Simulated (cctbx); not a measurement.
# Cu9Ni5Hg12 with cctbx, script by script

Library: cctbx 2025.11. The data are simulated by the first script.

## 1. Simulate the data

run.py:

```python
from cctbx import adptbx, crystal, miller, sgtbx, xray
from cctbx.array_family import flex
from iotbx.shelx import hklf
from scitbx import matrix
import scitbx.random

cs = crystal.symmetry(unit_cell=(13.166, 13.166, 15.783, 90, 90, 120), space_group_symbol='Hall: R 3 -2"')  # R3m
atoms = [  # label, site, U (iso, or U11 U22 U33 U12 U13 U23 in A^2), occupancy
    ("Hg1", (0.0501, 0.7244, 0.6666), (0.0193, 0.0145, 0.0180, 0.0082, -0.0023, -0.0010), 1),
    ("Hg2", (0.2163, 0.7837, 0.4787), (0.0141, 0.0141, 0.0153, 0.0060, 0.0001, -0.0001), 1),
    ("Hg3", (0.1172, 0.8828, 0.878), (0.0129, 0.0129, 0.0070, 0.0072, -0.0009, 0.0009), 1),
    ("Cu1", (0.0725, 0.9275, 0.2175), (0.0296, 0.0296, 0.0268, 0.0145, 0.0008, -0.0008), 1),
    ("Cu2", (0.7751, 0.2249, 0.3889), (0.0224, 0.0224, 0.0232, 0.0118, 0.0013, -0.0013), 1),
    ("Cu3", (0.2688, 0.7312, 0.6372), (0.0169, 0.0169, 0.0130, 0.0095, -0.0008, 0.0008), 1),
    ("Ni1", (0.8849, 0.1151, 0.1193), (0.0249, 0.0249, 0.0224, 0.0123, -0.0005, 0.0005), 1),
    ("Ni2", (0, 0, 0.8361), (0.0241, 0.0241, 0.0154, 0.0120, 0.0000, 0.0000), 1),
    ("Ni3", (0, 0, 0.0939), (0.0196, 0.0196, 0.0283, 0.0098, 0.0000, 0.0000), 1),
]
xs = xray.structure(crystal_symmetry=cs)
for label, site, u, occ in atoms:
    u = adptbx.u_cif_as_u_star(cs.unit_cell(), u) if isinstance(u, tuple) else u
    xs.add_scatterer(xray.scatterer(label, site=site, u=u, occupancy=occ))
xs.set_inelastic_form_factors(0.71073, "sasaki")
xs.show_summary()
p1 = xs.expand_to_p1()
ms = miller.build_set(p1, anomalous_flag=True, d_min=0.84)
flex.set_random_seed(396669)
scitbx.random.set_random_seed(396669)
ms = ms.select(flex.random_double(ms.size()) < 0.7)
i = ms.structure_factors_from_scatterers(p1, algorithm="direct").f_calc().as_intensity_array().data()
i = i * 70000 / flex.max(i)
sig = flex.sqrt(i + flex.pow2(0.02 * i) + 15 ** 2)
noise = scitbx.random.variate(scitbx.random.normal_distribution())(i.size())
data = ms.array(data=i + sig * noise, sigmas=sig).set_observation_type_xray_intensity()
with open("data.hkl", "w") as f:
    data.export_as_shelx_hklf(f)
print("reflections written:", data.size(), " <I/sigma> = %.1f" % flex.mean(data.data() / data.sigmas()))
for h, a, b in list(data.sort("data"))[:12]:
    print("%4d%4d%4d %9.1f %7.1f" % (h + (a, b)))
```

```console
$ python run.py
```

```text
Number of scatterers: 9
At special positions: 8
Unit cell: (13.166, 13.166, 15.783, 90, 90, 120)
Space group: R 3 m :H (No. 160)
reflections written: 11722  <I/sigma> = 9.6
   0   3   6   72241.3  1420.1
  -3   0   6   71814.3  1420.1
  -3   3  -6   70933.4  1424.9
   3  -3   6   70706.9  1420.1
   3   0  -6   69302.6  1424.9
   0  -3  -6   68871.3  1424.9
  -3   3   3   66352.2  1331.7
   3  -3  -3   65666.0  1333.0
   0   3  -3   64948.7  1333.0
   3   0   3   63399.7  1331.7
  -3  -3   0   54058.7  1078.3
   6  -3   0   53589.1  1078.3
```

Run time: 0.29 s on 1 thread of Arm Neoverse V2, with other jobs on the host, peak memory 0.07 GiB.

## 2. Symmetry

run.py:

```python
from cctbx import crystal, sgtbx, statistics
from cctbx.array_family import flex
from iotbx.shelx import hklf

p1 = crystal.symmetry(unit_cell=(13.166, 13.166, 15.783, 90, 90, 120), space_group_symbol="P 1")
raw = hklf.reader(file_name="data.hkl").as_miller_arrays(crystal_symmetry=p1, anomalous=True)[0]
print(raw.size(), "reflections to d = %.3f A" % raw.d_min())
isig = raw.data() / raw.sigmas()
print("centring   violations  <I/sigma> of those")
best = "P"
for c in "ABCIRF":
    a = raw.customized_copy(space_group_info=sgtbx.space_group_info("Hall: %s 1" % c)).sys_absent_flags().data()
    m = flex.mean(isig.select(a))
    print("%5s %10d of %5d %8.1f" % (c, (isig.select(a) > 4).count(True), a.count(True), m))
    if (isig.select(a) > 4).count(True) < 0.01 * a.count(True):
        best = c
raw = raw.select(~raw.customized_copy(space_group_info=sgtbx.space_group_info("Hall: %s 1" % best)).sys_absent_flags().data())
isig = raw.data() / raw.sigmas()
rows = []
for s in sgtbx.space_group_symbol_iterator():
    g = sgtbx.space_group(s)
    if g.conventional_centring_type_symbol() != best or not g.is_compatible_unit_cell(p1.unit_cell(), 1e-3, 0.02):
        continue
    rows.append((s, g))
print("Laue class    unique    Rint  (classes that these axes allow; Friedel mates merged)")
rint = {}
for s, g in rows:
    laue = g.build_derived_patterson_group()
    key = laue.type().hall_symbol()
    if key not in rint:
        m = raw.customized_copy(space_group_info=laue.info(), anomalous_flag=False).merge_equivalents()
        rint[key] = m.r_int()
        print("%-14s %6d %7.3f" % (laue.type().lookup_symbol(), m.array().size(), m.r_int()))
floor = min(rint.values())
good = [(s, g) for s, g in rows if rint[g.build_derived_patterson_group().type().hall_symbol()] < 2 * floor + 0.03]
top = max(g.build_derived_patterson_group().order_z() for s, g in good)
print("space group    extra absences  I>4sigma  <I/sigma>")
for s, g in good:
    laue = g.build_derived_patterson_group()
    if laue.order_z() != top:
        continue
    a = raw.customized_copy(space_group_info=g.info()).sys_absent_flags().data()
    a &= ~raw.customized_copy(space_group_info=laue.info()).sys_absent_flags().data()
    bad = (isig.select(a) > 4).count(True)
    if bad <= 0.03 * a.count(True):
        print("%-16s %8d %10d %9s  %s" % (s.universal_hermann_mauguin(), a.count(True), bad, "%.1f" % flex.mean(isig.select(a)) if a.count(True) else "-", "centric" if g.is_centric() else "acentric"))
laue = max(good, key=lambda t: t[1].build_derived_patterson_group().order_z())[1].build_derived_patterson_group()
f = raw.customized_copy(space_group_info=laue.info(), anomalous_flag=False).merge_equivalents().array().eliminate_sys_absent().f_sq_as_f()
f.set_observation_type_xray_amplitude()
bins = max(3, min(8, f.size() // 12))
f.setup_binner(n_bins=bins)
w = statistics.wilson_plot(f, {e: n / laue.order_z() for e, n in {'Hg': 36.0, 'Cu': 27.0, 'Ni': 15.0}.items()}, e_statistics=True)
print("Wilson B = %.2f A^2   <|E^2-1|> = %.3f (0.968 centric, 0.736 acentric)   E^2>4: %.1f %%" % (w.wilson_b, w.mean_e_sq_minus_1, w.percent_e_sq_gt_2))
print("shell (A)         n   <I/sigma>")
m = raw.customized_copy(space_group_info=laue.info(), anomalous_flag=False).merge_equivalents().array().eliminate_sys_absent()
for b in m.setup_binner(n_bins=bins).range_used():
    sel = m.binner().selection(b)
    print("%5.2f - %4.2f %6d %8.1f" % (min(m.binner().bin_d_range(b)[0] if m.binner().bin_d_range(b)[0] > 0 else 99, 99), m.binner().bin_d_range(b)[1], sel.count(True), flex.mean((m.data() / m.sigmas()).select(sel))))
```

```console
$ python run.py
```

```text
11722 reflections to d = 0.840 A
centring   violations  <I/sigma> of those
    A       1860 of  5863      9.5
    B       1914 of  5880      9.7
    C       1894 of  5893      9.5
    I       1892 of  5898      9.7
    R          0 of  7859      0.0
    F       2834 of  8818      9.6
Laue class    unique    Rint  (classes that these axes allow; Friedel mates merged)
R -3 :H           931   0.031
R -3 m :H         535   0.032
space group    extra absences  I>4sigma  <I/sigma>
R 3 2 :H                0          0         -  acentric
R 3 m :H                0          0         -  acentric
R -3 m :H               0          0         -  centric
Wilson B = 1.16 A^2   <|E^2-1|> = 0.772 (0.968 centric, 0.736 acentric)   E^2>4: 1.9 %
shell (A)         n   <I/sigma>
 9.24 - 1.68     79     55.7
 1.68 - 1.33     63     72.7
 1.33 - 1.16     69     52.8
 1.16 - 1.06     69     60.0
 1.06 - 0.98     65     48.5
 0.98 - 0.92     61     49.8
 0.92 - 0.88     68     52.4
 0.88 - 0.84     61     53.7
```

Time: 0.23 s.

## 3. Charge flipping

run.py:

```python
import itertools
from cctbx import crystal, maptbx
from cctbx.array_family import flex
from iotbx.shelx import hklf
from smtbx.ab_initio import charge_flipping as cf

cs = crystal.symmetry(unit_cell=(13.166, 13.166, 15.783, 90, 90, 120), space_group_symbol='Hall: R 3 -2"')  # R3m
raw = hklf.reader(file_name="data.hkl").as_miller_arrays(crystal_symmetry=cs, anomalous=True)[0]
merged = raw.eliminate_sys_absent().merge_equivalents()
fo2 = merged.array().set_observation_type_xray_intensity()
f = fo2.average_bijvoet_mates().f_sq_as_f().resolution_filter(d_min=0.9)
p1 = f.expand_to_p1()
p1.setup_binner_counting_sorted(reflections_per_bin=max(40, p1.size() // 12))
work = p1.array(data=p1.data() / p1.amplitude_quasi_normalisations().data())
flex.set_random_seed(92551)
it = cf.weak_reflection_improved_iterator(delta=None, weak_reflection_fraction=0.2)
it.start(work, phases=flex.random_double(p1.size()) * 6.2832, f_000=0)
it.delta = 1.1 * it.rho_map.sigma()
print("cycle      R  skewness")
for n, st in enumerate(itertools.islice(it, 100)):
    if n % 8 == 0:
        print("%5d %6.3f %8.2f" % (n, st.r1_factor(), st.rho_map.skewness()))
rho = p1.phase_transfer(it.f_calc).fft_map().apply_volume_scaling()
polish = cf.low_density_elimination_iterator(constant_rho_c=rho.sigma())
polish.start(f_obs=p1, phases=it.f_calc, f_000=0)
for _ in range(8):
    next(polish)
print("origin shift          correlation  skewness")
maps = []
for fc, shift, cc in itertools.islice(cf.f_calc_symmetrisations(f, polish.f_calc, 0), 4):
    m = f.phase_transfer(fc).fft_map(symmetry_flags=maptbx.use_space_group_symmetry, resolution_factor=0.25).apply_sigma_scaling()
    maps.append((m.skewness(), cc, m))
    print("%6.3f %6.3f %6.3f %10.3f %9.2f" % (tuple(shift) + (cc, m.skewness())))
skew, cc, m = max((t for t in maps if t[1] > maps[0][1] - 0.04), key=lambda t: t[0])
print("taken: symmetry correlation %.3f, skewness %.2f" % (cc, skew))
peaks = m.peak_search(parameters=maptbx.peak_search_parameters(min_distance_sym_equiv=0.9, max_clusters=14)).all()
sps = cs.special_position_settings(min_distance_sym_equiv=0.5)
print("peak      x       y       z  mult  height/sigma")
for k, (x, h) in enumerate(zip(peaks.sites(), peaks.heights())):
    ss = sps.site_symmetry(x)
    print("Q%-3d %7.4f %7.4f %7.4f %4d %8.1f" % ((k + 1,) + tuple(t % 1 for t in ss.exact_site()) + (ss.multiplicity(), h)))
```

```console
$ python run.py
```

```text
cycle      R  skewness
    0  0.545     0.17
    8  0.468     1.26
   16  0.458     1.83
   24  0.457     3.33
   32  0.448     3.71
   40  0.431     3.74
   48  0.433     3.67
   56  0.428     3.72
   64  0.441     3.78
   72  0.434     3.74
   80  0.437     3.69
   88  0.432     3.89
   96  0.416     3.77
origin shift          correlation  skewness
 0.230  0.301  0.000      0.891      2.10
 0.322  0.848  0.000      0.854      2.24
 0.108  0.067  0.000      0.840      1.85
 0.184  0.605  0.000      0.820      1.70
taken: symmetry correlation 0.854, skewness 2.24
peak      x       y       z  mult  height/sigma
Q1    0.0000  0.0000  0.6748    3     15.5
Q2    0.0812  0.1624  0.8750    9     11.3
Q3    0.2172  0.4344  0.3939    9      9.0
Q4    0.0932  0.5466  0.4225    9      7.3
Q5    0.0000  0.0000  0.8293    3      7.0
Q6    0.9962  0.3617  0.6732   18      6.1
Q7    0.0781  0.5390  0.8764    9      5.9
Q8    0.0000  0.0000  0.0426    3      5.1
Q9    0.0776  0.1553  0.2565    9      5.0
Q10   0.0665  0.0333  0.5955    9      4.9
Q11   0.2120  0.4240  0.1001    9      4.5
Q12   0.0510  0.2140  0.5335   18      4.0
Q13   0.1047  0.5523  0.6124    9      3.6
Q14   0.0382  0.4002  0.2266   18      3.4
```

Time: 0.44 s.

## 4. Refinement (model from the peaks)

run.py:

```python
import math
from cctbx import adptbx, crystal, maptbx, sgtbx, xray
from cctbx.array_family import flex
from cctbx.xray import observations
from iotbx.shelx import hklf
from scitbx.lstbx import normal_eqns_solving
from smtbx import absolute_structure, utils
from smtbx.refinement import constraints, least_squares

cs = crystal.symmetry(unit_cell=(13.166, 13.166, 15.783, 90, 90, 120), space_group_symbol='Hall: R 3 -2"')  # R3m
atoms = [  # label, site, U (iso, or U11 U22 U33 U12 U13 U23 in A^2), occupancy
    ("Hg1", (0, 0, 0.6748), 0.0200, 1),
    ("Hg2", (0.0812, 0.1624, 0.875), 0.0200, 1),
    ("Hg3", (0.2172, 0.4344, 0.3939), 0.0200, 1),
    ("Hg4", (0.0932, 0.5466, 0.4225), 0.0200, 1),
    ("Ni1", (0, 0, 0.8293), 0.0200, 1),
    ("Cu1", (0.9962, 0.3617, 0.6732), 0.0200, 1),
    ("Cu2", (0.0781, 0.539, 0.8764), 0.0200, 1),
    ("Ni2", (0, 0, 0.0426), 0.0200, 1),
    ("Ni3", (0.0776, 0.1553, 0.2565), 0.0200, 1),
]
xs = xray.structure(crystal_symmetry=cs)
for label, site, u, occ in atoms:
    u = adptbx.u_cif_as_u_star(cs.unit_cell(), u) if isinstance(u, tuple) else u
    xs.add_scatterer(xray.scatterer(label, site=site, u=u, occupancy=occ))
xs.set_inelastic_form_factors(0.71073, "sasaki")
raw = hklf.reader(file_name="data.hkl").as_miller_arrays(crystal_symmetry=cs, anomalous=True)[0]
merged = raw.eliminate_sys_absent().merge_equivalents()
fo2 = merged.array().set_observation_type_xray_intensity()
print("Rint %.3f, %d unique reflections to %.2f A" % (merged.r_int(), fo2.size(), fo2.d_min()))
for sc in xs.scatterers():
    sc.flags.set_grad_site(True)
    sc.flags.set_grad_u_aniso(sc.flags.use_u_aniso())
    sc.flags.set_grad_u_iso(sc.flags.use_u_iso())
obs = fo2.as_xray_observations()
extra = {}
rep = constraints.reparametrisation(xs, [], utils.connectivity_table(xs), **extra)
ls = least_squares.crystallographic_ls(obs, rep, weighting_scheme=least_squares.mainstream_shelx_weighting(a=0, b=0))
print("cycle     R1     wR2    GooF  max shift (A)")
for cycle in range(6):
    ls.build_up()
    r1, wr2, goof = ls.r1_factor(cutoff_factor=2)[0], ls.wR2(), ls.goof()
    old = xs.sites_cart()
    normal_eqns_solving.levenberg_marquardt_iterations(ls, n_max_iterations=3, tau=0.0001, step_threshold=1e-7)
    big = flex.max((xs.sites_cart() - old).norms())
    print("%4d %7.4f %7.4f %7.3f %9.5f" % (cycle + 1, r1, wr2, goof, big))
    ls.build_up(objective_only=True)
    if abs(ls.wR2() - wr2) < 5e-5 and big < 5e-4:
        break
ls.build_up()
print("final R1 %.4f wR2 %.4f GooF %.3f  parameters %d  data/parameter %.1f" % (ls.r1_factor(cutoff_factor=2)[0], ls.wR2(), ls.goof(), ls.n_parameters, fo2.size() / ls.n_parameters))
cov = ls.covariance_matrix_and_annotations()
su = dict(zip(cov.annotations, (math.sqrt(max(v, 0)) for v in cov.matrix.matrix_packed_u_diagonal())))
a2 = cs.unit_cell().reciprocal_parameters()[0] ** -2
print("atom        x        y        z      Ueq    occ   su(xyz)  su(Uiso or U11)")
for sc in xs.scatterers():
    s = max(su.get(sc.label + k, 0) for k in (".x", ".y", ".z"))
    npd = "" if sc.is_positive_definite_u(cs.unit_cell()) else "  NPD"
    print("%-5s %8.5f %8.5f %8.5f %8.4f %6.3f %8.5f %7.4f%s" % ((sc.label,) + sc.site + (sc.u_iso_or_equiv(cs.unit_cell()), sc.occupancy, s, su.get(sc.label + ".uiso", su.get(sc.label + ".u11", 0) * a2), npd)))
fo = fo2.f_sq_as_f()
fc = fo.structure_factors_from_scatterers(xs, algorithm="direct").f_calc()
diff = fo.f_obs_minus_f_calc(1 / math.sqrt(ls.scale_factor()), fc).average_bijvoet_mates()
m = diff.fft_map(symmetry_flags=maptbx.use_space_group_symmetry, resolution_factor=0.25).apply_volume_scaling()
print("difference map: max %.2f min %.2f rms %.2f" % (m.statistics().max(), m.statistics().min(), m.statistics().sigma()))
peaks = m.peak_search(parameters=maptbx.peak_search_parameters(min_distance_sym_equiv=0.6, max_clusters=5)).all()
near = xs.closest_distances(peaks.sites(), distance_cutoff=4)
sps = cs.special_position_settings(min_distance_sym_equiv=0.5)
for k, (x, h) in enumerate(zip(peaks.sites(), peaks.heights())):
    ss = sps.site_symmetry(x)
    print("Q%-3d %7.4f %7.4f %7.4f %4d %7.2f  %.2f A from %s" % ((k + 1,) + tuple(t % 1 for t in ss.exact_site()) + (ss.multiplicity(), h, near.smallest_distances[k], xs.scatterers()[near.i_seqs[k]].label)))
```

```console
$ python run.py
```

```text
Rint 0.017, 1053 unique reflections to 0.84 A
cycle     R1     wR2    GooF  max shift (A)
   1  0.5963  0.8678  49.467   0.06232
   2  0.5759  0.8548  48.727   0.04535
   3  0.5615  0.8452  48.177   0.03110
   4  0.5512  0.8380  47.769   0.02860
   5  0.5432  0.8322  47.435   0.02637
   6  0.5368  0.8270  47.141   0.02360
final R1 0.5315 wR2 0.8224 GooF 46.879  parameters 25  data/parameter 42.1
atom        x        y        z      Ueq    occ   su(xyz)  su(Uiso or U11)
Hg1    0.00000  0.00000  0.67322   0.0157  1.000  0.00232  0.0092
Hg2    0.07750  0.15500  0.87727   0.0110  1.000  0.00208  0.0048
Hg3    0.21649  0.43297  0.40095   0.0121  1.000  0.00197  0.0055
Hg4    0.07892  0.53946  0.41638   0.0157  1.000  0.00247  0.0061
Ni1    0.00000  0.00000  0.82651   0.0198  1.000  0.00993  0.0337
Cu1    1.00193  0.35686  0.66645   0.0169  1.000  0.00548  0.0116
Cu2    0.07559  0.53779  0.87212   0.0173  1.000  0.00801  0.0164
Ni2    0.00000  0.00000  0.04400   0.0189  1.000  0.00955  0.0298
Ni3    0.07621  0.15241  0.25640   0.0206  1.000  0.00805  0.0173
difference map: max 277.16 min -105.21 rms 14.85
Q1    0.0000  0.0000  0.6733    3  291.72  0.00 A from Hg1
Q2    0.2159  0.4318  0.4032    9  252.50  0.04 A from Hg3
Q3    0.0776  0.1551  0.8757    9  241.32  0.03 A from Hg2
Q4    0.0005  0.3519  0.6665   18  100.96  0.06 A from Cu1
Q5    0.0782  0.5391  0.4128    9   85.82  0.06 A from Hg4
```

Time: 0.61 s.

Figures of merit this high mean that the model is still wrong or incomplete.

## 5. Charge flipping

run.py, as its changes from the last script of this kind:

```diff
@@ -13,3 +13,2 @@
-p1.setup_binner_counting_sorted(reflections_per_bin=max(40, p1.size() // 12))
-work = p1.array(data=p1.data() / p1.amplitude_quasi_normalisations().data())
-flex.set_random_seed(92551)
+work = p1
+flex.set_random_seed(92552)
@@ -20,2 +19,2 @@
-for n, st in enumerate(itertools.islice(it, 100)):
-    if n % 8 == 0:
+for n, st in enumerate(itertools.islice(it, 200)):
+    if n % 16 == 0:
```

```console
$ python run.py
```

```text
cycle      R  skewness
    0  0.551     0.33
   16  0.440     2.58
   32  0.370     5.23
   48  0.327     4.98
   64  0.315     4.83
   80  0.304     4.83
   96  0.305     4.78
  112  0.306     4.79
  128  0.297     4.73
  144  0.306     4.79
  160  0.287     4.72
  176  0.295     4.81
  192  0.296     4.77
origin shift          correlation  skewness
 0.160  0.328 -0.000      0.864      2.67
 0.273  0.556 -0.000      0.847      2.22
 0.049  0.443 -0.000      0.834      1.89
 0.062  0.774 -0.000      0.818      1.51
taken: symmetry correlation 0.864, skewness 2.67
peak      x       y       z  mult  height/sigma
Q1    0.0000  0.0000  0.9339    3     21.3
Q2    0.0959  0.5479  0.5367    9      9.3
Q3    0.1996  0.3993  0.0576    9      8.6
Q4    0.1543  0.0771  0.7350    9      7.4
Q5    0.2129  0.4259  0.9053    9      5.8
Q6    0.0741  0.1483  0.3649    9      5.3
Q7    0.1645  0.4500  0.7304   18      5.2
Q8    0.9980  0.3793  0.9316   18      4.4
Q9    0.0735  0.5368  0.8599    9      4.2
Q10   0.0320  0.0641  0.8727    9      3.9
Q11   0.0000  0.0000  0.3134    3      3.8
Q12   0.0256  0.4128  0.0097   18      3.7
Q13   0.0109  0.1945  0.9082   18      3.6
Q14   0.1021  0.2042  0.5280    9      3.4
```

Time: 0.53 s.

[Logs are printed without paths, hosts, clocks, repeated set-up lines and the standing remarks that a program may print on its own settings, such as how far it seeks lower states.]
